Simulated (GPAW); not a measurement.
# LaNi2P2 (I4/mmm): the P K absorption edge, part 3 of 3

What does one-electron theory with a core hole give for the P K edge of LaNi2P2 (I4/mmm)?

GPAW 26.7.0; X-ray absorption from dipole matrix elements to empty bands, plane-wave PAW LDA.

So far. Step 4 (Spectrum with XCH, P atom 4): Main maxima below 24 eV (height): 0.4 eV (1.23), 3.7 eV (2.17), 7.6 eV (1.33) and 16.3 eV (0.84). A K edge sees empty p states on the absorber. Step 4 (Spectrum with XCH, P atom 4): The total-energy difference is 2131.49 eV. The functional leaves an error in such absolute values: in the free atom LDA prices this hole 8.5 eV below PBE (computed apart), and PBE is itself good to a few eV.

## (6) Spectrum with XCH, P atom 4

A smaller cell brings the holes closer; here they are 4.0 Å apart.

Changed against the first core-hole run: supercell atoms from 25 to 5; the field's mesh follows (3×3×3 to 5×5×5).

File xas.py:

```python
import numpy as np
from ase import Atoms
from ase.parallel import parprint, paropen
from gpaw import GPAW, PW, FermiDirac, Mixer, MixerDif, setup_paths
from gpaw.test import gen
setup_paths.insert(0, '.')
gen('P', name='fch1s', xcname='LDA', corehole=(1, 0, 1), write_xml=True)
from gpaw.mpi import world
world.barrier()

atoms = Atoms('LaNi2P2',
    cell=[[-4.007, 0, 0],
     [0, 4.007, 0],
     [2.0035, -2.0035, -4.816]],
    scaled_positions=[[0, 0, 0],
     [0.25, 0.75, 0.5],
     [0.75, 0.25, 0.5],
     [0.376, 0.376, 0.752],
     [0.624, 0.624, 0.248]],
    magmoms=[0.0, 2.0, 2.0, 0.0, 0.0],
    pbc=True)
atoms.calc = calc = GPAW(legacy_gpaw=True, mode=PW(430), xc='LDA', setups={3: 'fch1s'},
    kpts={'size': (5, 5, 5), 'gamma': True}, occupations=FermiDirac(0.1),
    charge=-1, mixer=MixerDif(0.05, 8, 50), maxiter=150,
    convergence={'density': 0.0001}, txt='scf.txt')
energy = atoms.get_potential_energy() + calc.get_reference_energy()
ef = calc.get_fermi_level()
out = dict(energy=energy, fermi=ef, forces=atoms.get_forces().tolist(), magmoms=atoms.get_magnetic_moments().tolist())
parprint(f'all-electron energy {energy:.4f} eV, Fermi level {ef:.4f} eV')
ev = np.array([[calc.get_eigenvalues(k, s) for k in range(len(calc.get_ibz_k_points()))] for s in range(calc.get_number_of_spins())])
out['homo'], out['lumo'], out['counts'] = ev[ev < ef].max(), ev[ev > ef].min(), sorted(set((ev < ef).sum((0, 2)).tolist()))
out['filled'] = (ev[:, 0] < ef).sum(1).tolist()

from ase.units import Ha
from gpaw.xas import dipole_matrix_elements
nb = int(calc.get_number_of_electrons() / 2) + 64
top, nb = nb, nb + 8 + nb // 12
nscf = calc.fixed_density(kpts={'size': (6, 6, 6), 'gamma': True}, nbands=nb,
    convergence={'bands': top, 'eigenstates': 1e-5}, maxiter=60, txt='nscf.txt')
cell = atoms.cell.array
ops = [cell.T @ U.T @ np.linalg.inv(cell.T) for U in nscf.wfs.kd.symmetry.op_scc]
E = np.arange(-6, 34, 0.1)
fwhm = np.interp(E, [4, 25], [0.9, 3.5])
Y, X, zero, highest = 0, 0, 1e9, 1e9
for spin in range(nscf.get_number_of_spins()):
    wfs = nscf.wfs
    A = dipole_matrix_elements(wfs.setups[3])
    eps = np.zeros((wfs.kd.nibzkpts, nb))
    d = np.zeros((3, A.shape[1], wfs.kd.nibzkpts, nb), complex)
    for kpt in wfs.kpt_u:
        if kpt.s == spin and 3 in kpt.P_ani:
            eps[kpt.k] = kpt.eps_n * Ha
            d[:, :, kpt.k] = (kpt.weight * wfs.nspins / 2) ** 0.5 * np.inner(A, kpt.P_ani[3])
    world.sum(eps)
    world.sum(d)
    T = np.einsum('amkn,bmkn->abkn', d, d.conj()).real
    T = sum(np.einsum('ai,ijkn,bj->abkn', R, T, R) for R in ops) / len(ops)
    empty = eps > ef
    zero, highest = min(zero, eps[empty].min()), min(highest, eps[:, top - 1].min())
    lines = [(eps, T, empty)] if spin == 0 else lines + [(eps, T, empty)]
for eps, T, empty in lines:
    f = np.einsum('aakn->akn', T).reshape(3, -1)
    x = eps.ravel() - zero
    w = np.interp(x, E, fwhm) / 2.35482
    g = np.exp(-0.5 * ((E[:, None] - x) / w) ** 2) / (w * (2 * np.pi) ** 0.5)
    Y = Y + (f * empty.ravel()) @ g.T
    X = X + (f * ~empty.ravel()) @ g.T
out.update(E=E.round(2).tolist(), xas=Y.tolist(), xes=X.tolist(), zero=zero, valid=highest - zero, nk=len(eps), nb=nb)
for i in range(0, len(E), 10):
    parprint(f'{E[i]:7.2f}', *(f'{v:10.3e}' for v in Y[:, i]))
import json
with paropen('out.json', 'w') as f:
    json.dump(out, f)
```

Run with:

```sh
OMP_NUM_THREADS=1 mpirun -n 4 gpaw python xas.py
```

Numbers of over 12 decimals in the logs are rounded to 6 here.

Log:

```text
Input parameters:
  charge: -1
  convergence: {density: 0.0001}
  kpts: {gamma: True,
         size: (5, 5, 5)}
  maxiter: 150
  mixer: {backend: pulay,
          beta: 0.05,
          method: difference,
          nmaxold: 8,
          weight: 50}
  mode: {ecut: 430.0,
         name: pw}
  occupations: {fixmagmom: False,
                name: fermi-dirac,
                width: 0.1}
  setups: {3: fch1s}

[...]
<dir> UserWarning: Using symmetrized grid: (27,27,27).

  warnings.warn('Using symmetrized grid: ({},{},{}).\n'.format(*N_c))
all-electron energy -329993.0100 eV, Fermi level 10.9501 eV
  -6.00  7.838e-61  7.838e-61  3.187e-60
  -5.00  2.007e-44  2.007e-44  8.208e-44
  -4.00  5.608e-31  5.608e-31  2.296e-30
  -3.00  1.744e-20  1.744e-20  7.126e-20
[...]
32.00  7.424e-06  7.424e-06  6.555e-06
  33.00  7.012e-06  7.012e-06  7.207e-06
[key lines of the parts left out:]
Converged after 39 iterations.
Dipole moment: (-0.030742, 0.030742, 0.025812) |e|*Ang
Free energy:    -65.585569
Fermi level: 10.95012
```

The job ended after 1.9 min (4 MPI ranks of Arm Neoverse V2, shared host; peak memory 0.48 GiB; 7.6 min of CPU time).

These settings depart from the first run's and aren't meant as converged.

The scaled spectrum changes by 8 % r.m.s. The highest intensity below 16 eV goes from 3.7 eV (2.17) to 3.6 eV (2.02).

```csv
E (eV),first run,this run
-2.0,0.00,0.00
-0.5,0.17,0.15
1.0,0.93,1.02
2.5,1.28,1.26
4.0,2.07,1.92
5.5,1.06,1.04
7.0,1.17,1.30
8.5,1.16,1.09
10.0,0.88,0.78
11.5,0.62,0.64
13.0,0.76,0.77
14.5,0.80,0.79
16.0,0.83,0.84
17.5,0.81,0.83
19.0,0.76,0.78
20.5,0.72,0.70
22.0,0.68,0.70
23.5,0.73,0.74
25.0,0.74,0.74
26.5,0.71,0.69
28.0,0.68,0.68
29.5,0.74,0.76
31.0,0.86,0.85
```

## (7) What came out

```json
{"absorber and edge": "P K, atom 4 of the ground-state input (counted from 1)", "surroundings": "4 Ni at 2.34 Å and 1 P at 2.39 Å (5-fold, site symmetry 4mm)", "highest intensity below 16 eV": "3.7 eV above the zero, height 2.17", "photon energy of the zero (spin-polarised hole, raw)": "2131.5 eV (LDA puts this hole about 8 eV below PBE, itself good to a few eV)"}
```

The P K edge of atom 4, with 4 Ni at 2.34 Å and 1 P at 2.39 Å (5-fold, site symmetry 4mm), has its highest intensity of the first 16 eV at 3.7 eV above the zero, near 2135 eV in photon energy (LDA puts this hole about 8 eV below PBE, itself good to a few eV), 2.2 times the mean level of the first 20 eV (Gaussian full width 0.9 eV up to 4 eV, rising linearly to 3.5 eV at 25 eV). A cell with holes 4.0 Å apart changes the curve by 8 % r.m.s. (8 % after the best shift). At the P K edge of atom 4 polarisation matters most near 0.4 eV, where the curves differ by 1.6 on this scale. The hole lies in one spin channel, while the script sums the empty states of both and takes the lower zero; where the two channels are split, this blurs and shifts the curve. The starting moments shrank to 0.00 μB or less, so this is hardly a magnetic state. The mesh is coarse (0.33 Å⁻¹ between points), so small maxima may be mesh ripples. The structure is a published determination, not relaxed.

[Banner, clock and machine lines of the logs are left out without a mark of their own.]

[Logs are printed without paths, hosts, clocks, repeated set-up lines and the standing remarks that a program may print on its own settings, such as how far it seeks lower states.]

[Hosts, paths, dates, database ids (printed as entryN), source tags and the programs' standing remarks are cut or masked in the printed files.]

[Lists of maxima count a maximum above −3 eV only where it reaches 4 % of the highest in the window and stands out from its surroundings by 2 % of it (1.5 % where it reaches 55 %); shoulders and weaker maxima are passed over, and of the rest the first, up to two pre-edge ones and the few strongest are named.]
